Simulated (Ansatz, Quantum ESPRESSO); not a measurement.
**Be3Sn (Pm-3m): zone-centre phonons**

Which modes does Be3Sn (Pm-3m) have at the zone centre?

Program: Quantum ESPRESSO 7.5. Level of theory: DFT PBE, scalar-relativistic, plane waves, PseudoDojo norm-conserving pseudopotentials. Results are calculated unless marked as measured.

Report form: the programs' logs are mostly left out.

The structure was built from a prototype and need not be the compound's stable phase.

## (1) The structure

Symmetry: Pm-3m, No. 221, cubic system. Conventional cell: a = 3.682 Å, b = 3.682 Å, c = 3.682 Å, α = 90.00°, β = 90.00°, γ = 90.00°. Nearest to Sn lie 12 Be at 2.60 Å. Be has 4 Sn at 2.60 Å and 8 Be at 2.60 Å nearest. Farther neighbours are not listed.

## (2) A first look

A cheap run with smearing and empty bands tells whether the crystal has a gap, which decides between fixed occupations and smearing later on.

Input file probe.in:

```
 &control
    calculation='scf',
    prefix='x',
    outdir='./tmp',
    pseudo_dir='./pseudo',
    tprnfor=.true.,
    tstress=.true.,
    verbosity='high',
 /
 &system
    ibrav=0,
    nat=4,
    ntyp=2,
    ecutwfc=88.0,
    occupations='smearing',
    smearing='gaussian',
    degauss=0.01,
 /
 &electrons
    conv_thr=1.0d-07,
    mixing_beta=0.7,
    electron_maxstep=100,
 /
ATOMIC_SPECIES
 Sn    118.7100  Sn.upf
 Be      9.0122  Be.upf
CELL_PARAMETERS angstrom
     3.682065630    0.000000000    0.000000000
     0.000000000    3.682065630    0.000000000
     0.000000000    0.000000000    3.682065630
ATOMIC_POSITIONS crystal
 Sn     0.000000000   0.000000000   0.000000000
 Be     0.000000000   0.500000000   0.500000000
 Be     0.500000000   0.000000000   0.500000000
 Be     0.500000000   0.500000000   0.000000000
K_POINTS automatic
 6 6 6 0 0 0
```

Run with:

```bash
OMP_NUM_THREADS=1 mpirun -n 4 pw.x -nk 4 -in probe.in > probe.out
```

Elapsed: 6.3 s, on 4 MPI ranks of Arm Neoverse V1, shared host; 25 s of CPU time.

Read from the output:

| Item | Value |
| --- | --- |
| volume per atom | 12.48 Å³ |
| pressure | 4.131 GPa |
| gap on the k-mesh | 0 eV |

No gap opens on this mesh, so smearing is kept; the start stands at 4.1 GPa.

## (3) Relaxing the cell and atoms

The relaxation runs at a cutoff a fifth above that of the response, since stress converges more slowly with the basis than frequencies do. Forces and stress are brought to rest with tight thresholds.

Input file relax.in:

```
 &control
    calculation='vc-relax',
    prefix='x',
    outdir='./tmp',
    pseudo_dir='./pseudo',
    tprnfor=.true.,
    tstress=.true.,
    forc_conv_thr=2.0d-05,
    etot_conv_thr=1.0d-07,
    nstep=40,
 /
 &system
    ibrav=0,
    nat=4,
    ntyp=2,
    ecutwfc=106,
    occupations='smearing',
    smearing='mv',
    degauss=0.02,
 /
 &electrons
    conv_thr=1.0d-11,
    mixing_beta=0.7,
    electron_maxstep=100,
 /
 &ions
 /
 &cell
    press_conv_thr=0.2,
 /
ATOMIC_SPECIES
 Sn    118.7100  Sn.upf
 Be      9.0122  Be.upf
CELL_PARAMETERS angstrom
     3.682065630    0.000000000    0.000000000
     0.000000000    3.682065630    0.000000000
     0.000000000    0.000000000    3.682065630
ATOMIC_POSITIONS crystal
 Sn     0.000000000   0.000000000   0.000000000
 Be     0.000000000   0.500000000   0.500000000
 Be     0.500000000   0.000000000   0.500000000
 Be     0.500000000   0.500000000   0.000000000
K_POINTS automatic
 8 8 8 0 0 0
```

Run with:

```bash
OMP_NUM_THREADS=1 mpirun -n 4 pw.x -nk 4 -in relax.in > relax.out
```

Elapsed: 69 s, on 4 MPI ranks.

Step by step:

```
step  energy less that of the first step (eV)  largest force (eV/Å)  pressure (GPa)  volume (Å³)
   1                                   0.0000                0.0000            4.41        49.92
   2                                  -0.0227                0.0000            2.07        51.05
   3                                  -0.0297                0.0000            0.12        52.09
   4                                  -0.0297                0.0000            0.00        52.16
   5                                  -0.0297                0.0000            0.00        52.16
   6                                  -0.0299                0.0000            0.00        52.16
```

```
conventional cell, symmetrised  before  after  change
                         a (Å)   3.682  3.736  +1.5 %
                         b (Å)   3.682  3.736  +1.5 %
                         c (Å)   3.682  3.736  +1.5 %
              volume (Å³/atom)   12.48  13.04  +4.5 %
```

The last row of the table of steps is pw.x's closing run on a basis chosen anew for the final cell, so its energy can jump.

Read from the output:

| Item | Value |
| --- | --- |
| volume per atom | 13.04 Å³ |
| pressure | 0.002 GPa |

The volume changes by +4.5 % from the cell with which this run began.

## (4) Ground state

The response is built on this ground state, so it is converged far tighter than an energy would need. Smearing stays on, as the first look found no gap above 0.3 eV.

Input file scf.in:

```
 &control
    calculation='scf',
    prefix='x',
    outdir='./tmp',
    pseudo_dir='./pseudo',
    tprnfor=.true.,
    tstress=.true.,
 /
 &system
    ibrav=0,
    nat=4,
    ntyp=2,
    ecutwfc=88.0,
    occupations='smearing',
    smearing='mv',
    degauss=0.02,
 /
 &electrons
    conv_thr=1.0d-12,
    mixing_beta=0.7,
    electron_maxstep=100,
 /
ATOMIC_SPECIES
 Sn    118.7100  Sn.upf
 Be      9.0122  Be.upf
CELL_PARAMETERS angstrom
     3.736334966    0.000000000    0.000000000
     0.000000000    3.736334966    0.000000000
     0.000000000    0.000000000    3.736334966
ATOMIC_POSITIONS crystal
 Sn     0.000000000   0.000000000   0.000000000
 Be     0.000000000   0.500000000   0.500000000
 Be     0.500000000   0.000000000   0.500000000
 Be     0.500000000   0.500000000   0.000000000
K_POINTS automatic
 8 8 8 0 0 0
```

Run with:

```bash
OMP_NUM_THREADS=1 mpirun -n 4 pw.x -nk 4 -in scf.in > scf.out
```

The job ended after 14 s (4 MPI ranks).

Numbers from this step:

```yaml
pressure: -0.009 GPa
```

The cell stands at -0.009 GPa, close enough for phonons.

## (5) Zone-centre response

At q = 0 one unit cell holds all displacements; symmetry groups them into irreducible representations that are solved one by one. With smeared occupations no response to a homogeneous field can be asked.

Input file ph.in:

```
phonons
 &inputph
    prefix='x',
    outdir='./tmp',
    fildyn='g.dyn',
    tr2_ph=1.0d-18,
    alpha_mix(1)=0.4,
    nmix_ph=8,
 /
0.000000000000 0.000000000000 0.000000000000
```

Run with:

```bash
OMP_NUM_THREADS=1 mpirun -n 4 ph.x -nk 4 -in ph.in > ph.out
```

Run time: 7.4 min. Hardware: 4 MPI ranks.

This step gave:

* largest acoustic frequency at the zone centre before the sum rule: -9.44 cm⁻¹
* highest optical zone-centre mode (no LO-TO term): 318.0 cm⁻¹
* lowest optical zone-centre mode: -193.7 cm⁻¹

The acoustic modes at Γ come out as far as 9.4 cm⁻¹ from zero, where they should vanish, a small numerical error. The lowest optical mode is imaginary, 194i cm⁻¹, an instability at this level and on this k mesh.

## (6) Modes with the sum rule

A rigid shift of the crystal must cost nothing, but grids and finite bases break this; the acoustic sum rule is imposed before the matrix is diagonalised again.

Input file dynmat.in:

```
 &input
    fildyn='g.dyn',
    asr='simple',
    fileig='dynmat.eig',
 /
```

Run with:

```bash
dynmat.x -in dynmat.in > dynmat.out
```

Wall time 0.45 s (1 thread).

Numbers from this step:

```
highest optical zone-centre mode (no LO-TO term) : 319.1 cm⁻¹
lowest optical zone-centre mode                  : -194.1 cm⁻¹
```

Unit eigenvectors of the mass-weighted matrix after the sum rule; no LO-TO term. Modes at Γ, with each element's share of the kinetic energy (negative means imaginary):

```
mode  frequency (cm⁻¹)  Sn %  Be %
   1            -194.1     3    97
   2            -194.1     3    97
   3            -194.1     3    97
   4               0.0    81    19
   5               0.0    81    19
   6               0.0    81    19
   7             288.7     0   100
   8             288.7     0   100
   9             288.7     0   100
  10             319.1    15    85
  11             319.1    15    85
  12             319.1    15    85
```

Displacements in mode 2 (-194.1 cm⁻¹), the largest set to 1:
```
Sn1  0.00  0.00 -0.05
Be2  0.00  0.00 -0.16
Be3  0.00  0.00 -0.16
Be4  0.00  0.00  1.00
```

Displacements in mode 12 (319.1 cm⁻¹), the largest set to 1:
```
Sn1 -0.04 -0.17  0.00
Be2  0.06  1.00  0.00
Be3  0.26  0.21  0.00
Be4  0.26  1.00  0.00
```

The rule also moves an optical mode by 1.5 cm⁻¹.

## (7) Sum rules set otherwise: a sum rule for molecules or wires on a crystal

This rule also removes rotations, which suits wires and not a crystal; it is tried to see the harm.

Input file dynmat.in:

```
 &input
    fildyn='g.dyn',
    asr='one-dim',
    fileig='dynmat.eig',
 /
```

Run with:

```bash
dynmat.x -in dynmat.in > dynmat.out
```

It took 0.45 s on 1 thread.

The run ended normally, but on settings that are not sound.

The fault: a sum rule for molecules or wires on a crystal; 1 optical mode is projected out to zero frequency, as if it were a rotation.

For a crystal the rule has to be 'simple' or 'crystal'.

Zone-centre frequencies as printed; negative means imaginary. Modes:

```
mode  frequency (cm⁻¹)
   1            -194.1
   2            -194.1
   3                 0
   4                 0
   5                 0
   6                 0
   7             46.59
   8             287.2
   9             287.2
  10             318.9
  11             318.9
  12             365.4
```

## (8) Sum rules set otherwise (asr crystal)

The rule can be imposed in more than one way; the choices should agree where the raw error is small.

Input file dynmat.in:

```
 &input
    fildyn='g.dyn',
    asr='crystal',
    fileig='dynmat.eig',
 /
```

Run with:

```bash
dynmat.x -in dynmat.in > dynmat.out
```

Run time: 0.45 s. Hardware: 1 thread.

This step gave:

| Item | Value |
| --- | --- |
| highest optical zone-centre mode (no LO-TO term) | 318.9 cm⁻¹ |

Zone-centre frequencies as printed; negative means imaginary. Modes:

```
mode  frequency (cm⁻¹)
   1            -194.1
   2            -194.1
   3            -194.1
   4                 0
   5                 0
   6                 0
   7             287.2
   8             287.2
   9             287.2
  10             318.9
  11             318.9
  12             318.9
```

Against the first rule no mode moves by more than 1.5 cm⁻¹.

## (9) Cross-check with Ansatz

The same cell goes through another code at the same cutoff. The files are of one family, but Ansatz's library holds files of its own making for some heavy elements, so those for Sn may differ. Its k mesh is centred on Γ.

This step: DFT PBE, scalar-relativistic, plane waves, norm-conserving pseudopotentials of its library (PseudoDojo's, some remade) (Ansatz 0.2.0).

Input file input.yaml:

```yaml
crystal:
  lattice:
    - [3.736334966, 0.0, 0.0]
    - [0.0, 3.736334966, 0.0]
    - [0.0, 0.0, 3.736334966]
  atoms:
    - { symbol: Sn, position: [0.0, 0.0, 0.0] }
    - { symbol: Be, position: [0.0, 0.5, 0.5] }
    - { symbol: Be, position: [0.5, 0.0, 0.5] }
    - { symbol: Be, position: [0.5, 0.5, 0.0] }
kpoints:
  mp_grid: { grid: [8, 8, 8] }
hamiltonian:
  xc: pbe
  pseudopotentials: { kind: nc, accuracy: standard }
scf:
  occupations: { method: cold, width: 0.27211 }
output:
  eigenvalues: true
basis:
  ecutwfc: 1197.301
phonons:
  method: dfpt
```

Run with:

```bash
ansatz run input.yaml --threads 4 --pin off --max-ram 8192MiB --backend cpu --events-out ev --progress --plain --runs-dir out
```

Elapsed: 44 s, on 4 threads; peak memory 1.8 GiB; 2.9 min of CPU time.

Numbers from this step:

- sum-rule residual before enforcement: 4.09e-5 eV/Å²
- lowest optical zone-centre mode: -194.4 cm⁻¹

## (10) The two compared: QE PseudoDojo and Ansatz, library NC

Numbers from this step:

```
root-mean-square difference : 0.37 cm⁻¹
largest difference          : 0.51 cm⁻¹
```

Frequencies side by side, by row:

```
q (reciprocal lattice)  mode  QE PseudoDojo (cm⁻¹)  Ansatz, library NC (cm⁻¹)
                 0 0 0     1                -194.1                     -194.4
                 0 0 0     2                -194.1                     -194.4
                 0 0 0     3                -194.1                     -194.4
                 0 0 0     4                     0                          0
                 0 0 0     5                     0                          0
                 0 0 0     6                     0                          0
                 0 0 0     7                 288.7                      288.2
                 0 0 0     8                 288.7                      288.2
                 0 0 0     9                 288.7                      288.2
                 0 0 0    10                 319.1                      318.9
                 0 0 0    11                 319.1                      318.9
                 0 0 0    12                 319.1                      318.9
```

At the zone centre the largest difference (acoustic modes at Γ apart) is 0.2 % of the highest mode.

## (11) What came out

| Property | Result |
| --- | --- |
| space group after relaxation | Pm-3m |
| volume per atom | 13.0 Å³ |
| highest optical zone-centre mode (no LO-TO term) | 319.1 cm⁻¹ |
| lowest optical zone-centre mode | -194.1 cm⁻¹ |
| imaginary optical modes at the zone centre (no q mesh in this session) | yes |
| largest difference from Ansatz, library NC | 0.51 cm⁻¹ |

What this shows: At the PBE level the optical modes of Be3Sn (Pm-3m) at the zone centre run from 194i to 319 cm⁻¹, so the structure is a saddle point, with 3 modes beyond 10i cm⁻¹ there. Of the 9 optical modes, 6 are infrared active alone and 3 are silent. QE PseudoDojo and Ansatz, library NC agree to 0.51 cm⁻¹ (0.2 % of the highest mode compared) on all solved modes but the acoustic ones at Γ, without the LO-TO term. These are harmonic frequencies at zero temperature: anharmonic shifts and linewidths and thermal expansion are left out. In a metal the frequencies hang on the k mesh and the smearing, most of all near Kohn anomalies. The structure is a hypothetical one, built on a prototype.

[Host names and launcher messages were left out of these logs when they were recorded.]

[Logs are printed without paths, hosts, clocks, repeated set-up lines and the standing remarks that a program may print on its own settings, such as how far it seeks lower states.]

[Hosts, paths, dates, database ids (printed as entryN), source tags and the programs' standing remarks are cut or masked in the printed files.]
